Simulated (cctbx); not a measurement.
## Accept or mend?

Cell a = 12.5060 Å, b = 14.6230 Å, c = 4.6940 Å, α = 90.00°, β = 90.00°, γ = 90.00°; space group Pbam (no. 55).

The data are simulated with cctbx, not measured: Mo Kα, λ = 0.71073 Å, to d = 0.8 Å, 70 % of the full sphere, strongest reflection 5000 counts, noise from counting, a 2 % proportional error and a noise floor of 4 counts (s.d.); no absorption.

An isotropic refinement with weights 1/σ² prints:

```text
Rint 0.068, 986 unique reflections to 0.80 A
cycle     R1     wR2    GooF  max shift (A)
   1  0.7164  0.9521  16.213   0.48540
   4  0.0386  0.0736   1.254   0.00000
final R1 0.0386 wR2 0.0736 GooF 1.254  parameters 19  data/parameter 51.9
atom        x        y        z      Ueq    occ   su(xyz)  su(Uiso or U11)
Ba1    0.50000  0.50000  0.00000   0.0081  1.000  0.00000  0.0003
Ba2    0.32182  0.01317  0.00000   0.0083  1.000  0.00007  0.0002
Sb1    0.33625  0.33577  0.00000   0.0056  1.000  0.00008  0.0002
Sb2    0.34683  0.59522  0.50000   0.0160  1.000  0.00010  0.0003
Sb3    0.53578  0.09804  0.50000   0.0110  1.000  0.00009  0.0003
Cr1    0.33618  0.21078  0.50000   0.0082  1.000  0.00022  0.0005
Ca1    0.09143  0.25181  0.00000   0.0119  1.000  0.00028  0.0006
difference map: max 5.81 min -3.30 rms 0.57
Q1    0.1333  0.1258  0.5000    4    5.95  0.51 A from Sb2
Q2    0.1404  0.4975  0.0000    4    5.86  0.53 A from Ba2
Q3    0.2094  0.5352  0.0000    4    5.13  0.51 A from Ba2
Q4    0.1714  0.0621  0.5000    4    5.04  0.54 A from Sb2
Q5    0.1974  0.8162  0.0000    4    2.48  0.51 A from Sb1
Q6    0.0704  0.2197  0.0000    4    2.32  0.54 A from Ca1
```

Q: Accept it or mend it, and why?

It can stand. The set-up had a fault (start far from the minimum), but the refinement still reached the right minimum: R1 = 0.0386, wR2 = 0.0736, GooF = 1.25 against R1 = 0.0386, wR2 = 0.0736, GooF = 1.25 for the right model.

The compound is Ba3Ca2Cr2Sb6. The right model at the same level gives:

```text
Rint 0.068, 986 unique reflections to 0.80 A
cycle     R1     wR2    GooF  max shift (A)
   1  0.1414  0.2672   4.550   0.06218
   2  0.0386  0.0736   1.254   0.00004
final R1 0.0386 wR2 0.0736 GooF 1.254  parameters 19  data/parameter 51.9
atom        x        y        z      Ueq    occ   su(xyz)  su(Uiso or U11)
Ba1    0.50000  0.50000  0.00000   0.0081  1.000  0.00000  0.0003
Ba2    0.32182  0.01317  0.00000   0.0083  1.000  0.00007  0.0002
Sb1    0.33625  0.33577  0.00000   0.0056  1.000  0.00008  0.0002
Sb2    0.34683  0.59522  0.50000   0.0160  1.000  0.00010  0.0003
Sb3    0.53578  0.09804  0.50000   0.0110  1.000  0.00009  0.0003
Cr1    0.33618  0.21078  0.50000   0.0082  1.000  0.00022  0.0005
Ca1    0.09143  0.25181  0.00000   0.0119  1.000  0.00028  0.0006
difference map: max 5.81 min -3.30 rms 0.57
Q1    0.1333  0.1258  0.5000    4    5.95  0.51 A from Sb2
Q2    0.1404  0.4975  0.0000    4    5.86  0.53 A from Ba2
Q3    0.2094  0.5352  0.0000    4    5.13  0.51 A from Ba2
Q4    0.1714  0.0621  0.5000    4    5.04  0.54 A from Sb2
Q5    0.1974  0.8162  0.0000    4    2.48  0.51 A from Sb1
Q6    0.0704  0.2197  0.0000    4    2.32  0.54 A from Ca1
```

Isotropic U is held between 0.0001 and 1 Å² by the program, and listed peak heights are interpolated, so they can pass the grid's maximum.

The model was made for the exercise: a known structure type with other elements put in, its volume estimated, not relaxed; displacement parameters are assumed.

[Middle refinement cycles are left out of these outputs.]

[Logs are printed without paths, hosts, clocks, repeated set-up lines and the standing remarks that a program may print on its own settings, such as how far it seeks lower states.]
